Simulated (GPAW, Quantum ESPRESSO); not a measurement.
Consider Ni (Nickel, Fm-3m).

```
Ni
1.0
     0.00000    1.76194    1.76194
     1.76194    0.00000    1.76194
     1.76194    1.76194    0.00000
Ni
1
Direct
  0.00000 0.00000 0.00000
```

Absorber: atom 1, with 12 Ni at 2.49 Å (cuboctahedral, site symmetry m-3m). Method: Quantum ESPRESSO XSpectra, PBE, excited-electron core hole (neutral cell), 13-atom cell with 5.6 Å between holes, 5×5×5 k points, dipole transitions, Lorentzian half width 0.72 eV.

Q: Where do the maxima of the Ni K edge fall?

Main maxima up to 30 eV above the zero (height): 3.4 eV (0.62), 14.7 eV (1.69), 16.9 eV (1.65), 24.3 eV (1.96) and 29.9 eV (1.65). A K edge sees empty p states, which here mix into the lowest empty bands, so that weight starts at the zero. The total-energy difference is 8361.59 eV. One term is added: -28.90 eV, since the hole is spin-paired here and a spin-polarised one costs that much less in the free atom (computed apart). The photon energy is then 8332.69 eV. The tabulated edge of the element is 8333 eV. The functional leaves an error of a few eV in such absolute values.

The Ni K spectrum (energy from the energy zero of the input (xe0, at the border of filled and empty states); intensity scaled to a mean of 1 over the first 20 eV; the points at xe0, where the cut of filled states can leave a spike, are interpolated):

```tsv
E (eV)	intensity
-2.0	0.07
-1.5	0.09
-1.0	0.11
-0.5	0.16
0.0	0.24
0.5	0.32
1.0	0.40
1.5	0.48
2.0	0.54
2.5	0.57
3.0	0.61
3.5	0.62
4.0	0.60
4.5	0.58
5.0	0.56
5.5	0.55
6.0	0.58
6.5	0.63
7.0	0.67
7.5	0.72
8.0	0.75
8.5	0.79
9.0	0.79
9.5	0.81
10.0	0.88
10.5	0.95
11.0	1.05
11.5	1.13
12.0	1.14
12.5	1.17
13.0	1.29
13.5	1.46
14.0	1.60
14.5	1.68
15.0	1.69
15.5	1.63
16.0	1.59
16.5	1.62
17.0	1.65
17.5	1.63
18.0	1.57
18.5	1.45
19.0	1.33
19.5	1.25
20.0	1.27
20.5	1.34
21.0	1.36
21.5	1.34
22.0	1.37
22.5	1.43
23.0	1.54
23.5	1.73
24.0	1.92
24.5	1.96
25.0	1.91
25.5	1.81
26.0	1.68
26.5	1.59
27.0	1.57
27.5	1.55
28.0	1.50
28.5	1.51
29.0	1.58
29.5	1.64
30.0	1.64
30.5	1.57
31.0	1.47
31.5	1.37
32.0	1.31
```

XSpectra leaves a spike where filled states are cut (about half a line width round xe0); it is interpolated away in tables and plots. Quadrupole 1s→3d transitions, which feed the pre-edge, are not in the dipole spectrum. The spins start ferromagnetically in a simple order, which needn't be the measured one; gap and edge can depend on it. The holes are only 5.6 Å apart, so the shape is probably not converged with cell size; no larger cell was run here. Lifetime broadening is put in by hand, and intensities beyond about 20 eV depend on it and on the partial waves. The structure is a published determination, not relaxed.

[Banner, clock and machine lines of the logs are left out without a mark of their own.]

[Logs are printed without paths, hosts, clocks, repeated set-up lines and the standing remarks that a program may print on its own settings, such as how far it seeks lower states.]

[Hosts, paths, dates, database ids (printed as entryN), source tags and the programs' standing remarks are cut or masked in the printed files.]

[Lists of maxima count a maximum above −3 eV only where it reaches 4 % of the highest in the window and stands out from its surroundings by 2 % of it (1.5 % where it reaches 55 %); shoulders and weaker maxima are passed over, and of the rest the first, up to two pre-edge ones and the few strongest are named.]
